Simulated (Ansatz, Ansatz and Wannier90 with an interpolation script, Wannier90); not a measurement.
# BaTiO3 (Barioperovskite): quasiparticle bands by Wannier interpolation

Aim: the G0W0 bands of BaTiO3 (Barioperovskite) along the symmetry lines, with the gap off the mesh.

Main program and level: Ansatz 0.2.0; LDA, Wannier functions and G0W0, plane waves, PAW.

## Step 1: Set-up

Symmetry: Amm2, No. 38, orthorhombic system. Conventional cell: a = 3.986 Å, b = 5.674 Å, c = 5.690 Å, α = 90.00°, β = 90.00°, γ = 90.00°. Nearest to Ba lie 12 O at 2.77 to 2.92 Å. Nearest to Ti lie 6 O at 1.93 to 2.09 Å. Nearest to O lie 2 Ti at 2.00 Å and 4 Ba at 2.77 to 2.92 Å. Nearest to O lie 2 Ti at 1.93 to 2.09 Å and 4 Ba at 2.81 to 2.84 Å. Farther neighbours and most contacts between anions are not listed.

The cell and positions come from the Crystallography Open Database and are kept as given unless a step says otherwise. Spin-orbit coupling is left out unless a step names it. The default PAW set here is soft_2. Its files were made with PBE.

## Step 2: LDA bands

The cheap functional maps the bands first; the places of the edges decide which points the dearer methods must see.

This step: DFT, LDA, plane waves, PAW.

Contents of input.yaml:

```yaml
crystal:
  lattice:
    - [3.9855, 0.0, 0.0]
    - [0.0, 2.8369, 2.84515]
    - [0.0, -2.8369, 2.84515]
  atoms:
    - { symbol: Ba, position: [0.0, 0.0, 0.0] }
    - { symbol: Ti, position: [0.5, 0.5124, 0.5124] }
    - { symbol: O, position: [0.0, 0.4874, 0.4874] }
    - { symbol: O, position: [0.5, 0.50524, 0.99184] }
    - { symbol: O, position: [0.5, 0.99184, 0.50524] }
kpoints:
  mp_grid: { grid: [4, 4, 4] }
  band_path:
    path:
      - [[0.0, 0.0, 0.0], [0.0, 0.5, 0.5], [0.0, 0.50144773, 0.49855227]]
      - [[0.0, 0.49855227, -0.49855227], [0.0, 0.0, 0.0], [0.5, 0.0, 0.0], [0.5, 0.49855227, -0.49855227]]
      - [[0.5, 0.50144773, 0.49855227], [0.5, 0.5, 0.5], [0.0, 0.5, 0.5]]
      - [[0.0, 0.0, 0.0], [0.0, 0.5, 0.0], [0.5, 0.5, 0.0], [0.5, 0.0, 0.0], [0.5, 0.5, 0.5]]
    npoints: 10
hamiltonian:
  xc: lda
scf:
  occupations: { method: fermi_dirac, width: 0.02 }
  n_extra_bands: 34
output:
  eigenvalues: true
  fatbands: true
  write_density: true
  write_potential: true
  elf: true
  volumetric_format: npy
```

Run with:

```
$ ansatz run input.yaml --threads 8 --pin off --max-ram 18432MiB --backend cpu --events-out ev --progress --plain --runs-dir out
```

Numbers of over 12 decimals in the logs are rounded to 6 here.

The log of the run:

```text
scf.n_extra_bands = 34 over 20 filled bands (N_el = 40.0): the run solves 54 bands
Engine: ansatz 0.2.0, aarch64-unknown-linux-gnu
Pseudopotentials: kind: paw
Pseudopotential: Ba, paw, valence charge 10, recommended cutoff 420 eV (normal), Ba.paw.azcp
Pseudopotential: Ti, paw, valence charge 12, recommended cutoff 420 eV (normal), Ti.paw.azcp
Pseudopotential: O, paw, valence charge 6, recommended cutoff 420 eV (normal), O.paw.azcp
Functional definition: SPW92
  exchange = slater_x
  correlation = pw_c
Crystal: 5 atoms, lattice volume = 64.337 Å³
Basis set: ecut = 420 eV, 1249 PW (Γ)
Bands: 54, of which v1, the nominal top of the filled ones, is band 20 counted from 1 (19 counted from 0)
Symmetry: 4 space group operations
Space group: Amm2 (ITA 38), of the structure as read, at distance tolerance 4.0e-5 Å
k-points: 21 of 64 (time reversal used)
Non-local potential: Ba, projectors of the file, l = 0: 3, l = 1: 2, l = 2: 2, l = 3: 2
Non-local potential: Ti, projectors of the file, l = 0: 3, l = 1: 2, l = 2: 3, l = 3: 1
Non-local potential: O, projectors of the file, l = 0: 2, l = 1: 2, l = 2: 1
PAW form: soft (Blöchl's): semilocal exchange-correlation on the pseudo side does not see the compensation charge
PAW frozen core: Ba, regenerated for the run's functional, and the local potential with it (the file was generated under x = pbe(κ = 0.804, μ = 0.219515), c = pbe(β = 0.066725))
PAW frozen core: Ti, regenerated for the run's functional, and the local potential with it (the file was generated under x = pbe(κ = 0.804, μ = 0.219515), c = pbe(β = 0.066725))
PAW frozen core: O, regenerated for the run's functional, and the local potential with it (the file was generated under x = pbe(κ = 0.804, μ = 0.219515), c = pbe(β = 0.066725))
PAW one-centre angular grid: Ba, 194 points (default); XC on 64 Gauss nodes
PAW one-centre angular grid: Ti, 590 points (default); XC on 64 Gauss nodes
PAW one-centre angular grid: O, 110 points (default); XC on 64 Gauss nodes
Initial density: superposition of atomic densities (neutral atoms: chi_scale 0, normalization atom), corrected by the library's trained network
Initial wavefunctions: pseudopotential atomic-orbital guess
Functional: x = slater, c = lda
SCF iter   1: F=—  HF=-9904.434075 eV  |F-HF|=—  |Δ(HF+E_count)|=         —  Δρ=1.87e-2  dr2=2.20e-1  ethr=1.77e-3  ⟨swp⟩=6.2  Hψ=5973  notcnv=0  defer=387
preconditioner: auto → Resta (q_TF=auto, 2.521 Å⁻¹)  ε∞=2.5  [insulator: Δε(μ)=1.571 eV  Ē_g=21.736 eV  σ=0.020 eV  W_gap=1.00  n_scr=18 (ndim 8)  ℏωp=26.2 eV  f_vac=0.000  D(μ)=0.00/eV (n_scr^D=0)  ε∞_Penn≈2.5]
SCF iter   2: F=—  HF=-9904.399082 eV  |F-HF|=—  |Δ(HF+E_count)|=   3.50e-2  Δρ=8.80e-3  dr2=5.55e-2  ethr=5.50e-4  ⟨swp⟩=2.0  Hψ=1435  notcnv=0  defer=537
SCF iter   3: F=—  HF=-9904.388903 eV  |F-HF|=—  |Δ(HF+E_count)|=   1.02e-2  Δρ=1.12e-3  dr2=8.97e-4  ethr=1.39e-4  ⟨swp⟩=2.0  Hψ=866  notcnv=0  defer=577
SCF iter   4: F=—  HF=-9904.388733 eV  |F-HF|=—  |Δ(HF+E_count)|=   1.70e-4  Δρ=1.24e-4  dr2=5.19e-6  ethr=2.24e-6  ⟨swp⟩=2.1  Hψ=860  notcnv=0  defer=580
SCF iter   5: F=—  HF=-9904.388729 eV  |F-HF|=—  |Δ(HF+E_count)|=   3.67e-6  Δρ=2.42e-5  dr2=2.53e-7  ethr=1.30e-8  ⟨swp⟩=2.0  Hψ=930  notcnv=0  defer=580
SCF iter   6: F=-9904.388729 eV  HF=-9904.388729 eV  |F-HF|=8.82e-9  |Δ(HF+E_count)|=   3.56e-8  Δρ=5.22e-6  dr2=1.20e-8  ethr=2.50e-10  ⟨swp⟩=12.6  Hψ=7014  notcnv=0
SCF 1 converged in 6 iterations: F = -9904.388729 eV  dr2 = 1.20e-8
[...]
NSCF: frozen V_eff on 114 k-points
SCF converged after 6 iterations
Free energy (F): -9904.388729 eV
Harris-Foulkes:  -9904.388729 eV  (|F-HF|=8.82e-9)
Internal energy: -9904.388729 eV  (E = F + TS)
E sigma→0 (E₀):  -9904.388729 eV
Fermi energy:    10.794609 eV
--- Per-component energies (eV) ---
  E_band       = -151.895678
  E_kinetic    = 964.492521
  E_local      = -2107.400791  (includes V_loc(G=0)·N_el)
  E_nonlocal   = 215.979830
  E_hartree    = 816.189128
  E_xc         = -484.721234
  E_vxc        = -541.942394  (∫ρ·V_xc dr)
  E_paw        = -6494.578002  (= ΣΔE_a)
  E_vpaw       = -315.410816  (= ΣTr[D̂ρ^β])
  E_aug_tail   = 0.007516  (compensation charges beyond the density's cutoff)
  E_ewald      = -2815.256928
  E_core_change = 0.899230  (= ΣΔE_core)
  E_smearing   = -0.000000  (= −TS)
  E_closure    = -0.000000  (closes the sum)
  Σ components = -9904.388729   (vs F -9904.388729, Δ=0.00e0)
--- Band table (eV; the first three rows and the last of 21) ---
  k-point 0: bands = [... 16 lower, 8.7484, 9.5552, 9.6661, 9.7125, 11.6928, 11.7568, 11.9208, 13.9749, ... 30 higher]
  k-point 1: bands = [... 16 lower, 8.4230, 8.6557, 9.2959, 9.4019, 11.8545, 12.6420, 12.6974, 14.0093, ... 30 higher]
  k-point 2: bands = [... 16 lower, 8.0266, 8.1945, 9.0852, 9.1676, 11.9200, 13.4133, 13.4412, 14.0061, ... 30 higher]
  k-point 20: bands = [... 16 lower, 7.5383, 9.8287, 9.8648, 9.8753, 14.0511, 14.0928, 14.1035, 16.5350, ... 30 higher]
```

Wall time 7.4 s (8 threads of Arm Neoverse V1, shared host); peak memory 0.61 GiB; 56 s of CPU time.

Numbers from this step:

- filled bands: 20
- gap: 1.818 eV
- valence top at: A_0
- conduction bottom at: Γ
- least direct gap: 1.980 eV

The gap is indirect, with the least direct gap 0.16 eV higher.

Valence density in the ac plane of the conventional cell at fractional y = 0.000, with atoms of Ba and Ti and O within 0.2 Å of it. It is the smooth field of the valence electrons, not physical close to the nuclei.

Ten steps, logarithmic in the rise over the least value, from '_' (0.0 e/Å³) to '@' (9.5 e/Å³), each cell a mean:
```
==++++++--..______..--++++==
++++++==::..______..--==++++
++++==--....______..::--==++
----::................::----
::..................__......
::........::::::::..........
==--::::::==++**++--::::----
**++==--==##%%@@%%++----++**
%%##**==++%%@@@@@@##====**%%
@@%%**==++%%@@@@@@##==++##@@
%%##++--==**%%%%%%++--==**%%
**++==::::==++**++--::--==**
----::......::::::......::--
::....____........____....::
::::....____......____..::::
====--::..__________..--====
++++++--::________..::==++++
==++++==::..______..--++++++
::==++++--..______::==++++--
```
Columns run along a (4.0 Å), rows up along c (5.7 Å), edges of the conventional cell, whose origin can differ from the input's. Atoms in or near the plane, at fractional coordinates: Ba at (0.00, 0.00), Ti at (0.50, 0.51), O at (0.00, 0.49).

ELF in the ac plane of the conventional cell at fractional y = 0.000, with atoms of Ba and Ti and O within 0.2 Å of it. It is the smooth field of the valence electrons, not physical close to the nuclei.

Ten even steps from '_' (0.01) to '@' (0.87), each cell a mean:
```
__==%%@@**..______--%%@@##::
**%%@@%%==________..**@@@@##
@@@@%%++..__________::##@@@@
##**==..______________::++##
....____________________....
::::..________..________..::
##**==..__::====--..__::++##
@@@@##::::++******==..==%%@@
**%%%%----**--..++**::**%%%%
==##%%==--**--..++++::**%%**
##%%%%==::++******==::**@@%%
@@%%##--..::====--....++%%@@
**++==..______..______::==**
......__________________....
==--::________________..::--
@@%%##--..__________..++##@@
%%@@@@##--________..++%%@@%%
::++@@@@++..______::%%@@%%==
__::%%@@##::______==@@@@++__
```
Columns run along a (4.0 Å), rows up along c (5.7 Å), edges of the conventional cell, whose origin can differ from the input's. Atoms in or near the plane, at fractional coordinates: Ba at (0.00, 0.00), Ti at (0.50, 0.51), O at (0.00, 0.49).

## Step 3: Overlaps and projections on 8×8×8

This step: overlaps and projections of LDA states for Wannier90, plane waves, PAW.

input.yaml, the sections that differ from step 2:

```yaml
kpoints:
  mp_grid: { grid: [4, 4, 4] }
scf:
  occupations: { method: fixed }
  n_extra_bands: 34
output:
  wannier:
    kmesh: [8, 8, 8]
    projections: [{ species: O, l: p, shell: 2 }, { species: Ti, l: d, shell: 3 }]
    minimise: false
    seedname: w
    disentanglement: { window: [5.25, 18.61], frozen_window: [5.25, 13.99] }
# crystal, hamiltonian: as in step 2
```

The log of the run:

```text
[...]
Crystal: 5 atoms, lattice volume = 64.337 Å³
Basis set: ecut = 420 eV, 1249 PW (Γ)
Bands: 54, of which v1, the nominal top of the filled ones, is band 20 counted from 1 (19 counted from 0)
Symmetry: 4 space group operations
[...]
k-points: 21 of 64 (time reversal used)
[...]
--- Band table (eV; the first three rows and the last of 21) ---
  k-point 0: bands = [... 16 lower, 8.7484, 9.5552, 9.6661, 9.7125, 11.6928, 11.7568, 11.9207, 13.9748, ... 30 higher]
  k-point 1: bands = [... 16 lower, 8.4230, 8.6557, 9.2959, 9.4019, 11.8544, 12.6419, 12.6973, 14.0092, ... 30 higher]
  k-point 2: bands = [... 16 lower, 8.0266, 8.1945, 9.0852, 9.1676, 11.9199, 13.4132, 13.4411, 14.0060, ... 30 higher]
  k-point 20: bands = [... 16 lower, 7.5383, 9.8287, 9.8648, 9.8753, 14.0510, 14.0927, 14.1034, 16.5350, ... 30 higher]
[key lines of the parts left out:]
SCF converged after 8 iterations
Free energy (F): -9904.388729 eV
Fermi energy:    9.875317 eV
```

Wall time 9.6 s (8 threads); peak memory 1 GiB.

(Continued in part 2 of 3.)

[Paths, hosts, dates, memory and timing lines, banners, echoed tables and standing remarks are left out of the program output.]

[Logs are printed without paths, hosts, clocks, repeated set-up lines and the standing remarks that a program may print on its own settings, such as how far it seeks lower states.]

[Runs of the session that timed out or met a known fault of the program may be left out.]

[Hosts, paths, dates, database ids (printed as entryN), source tags and the programs' standing remarks are cut or masked in the printed files.]
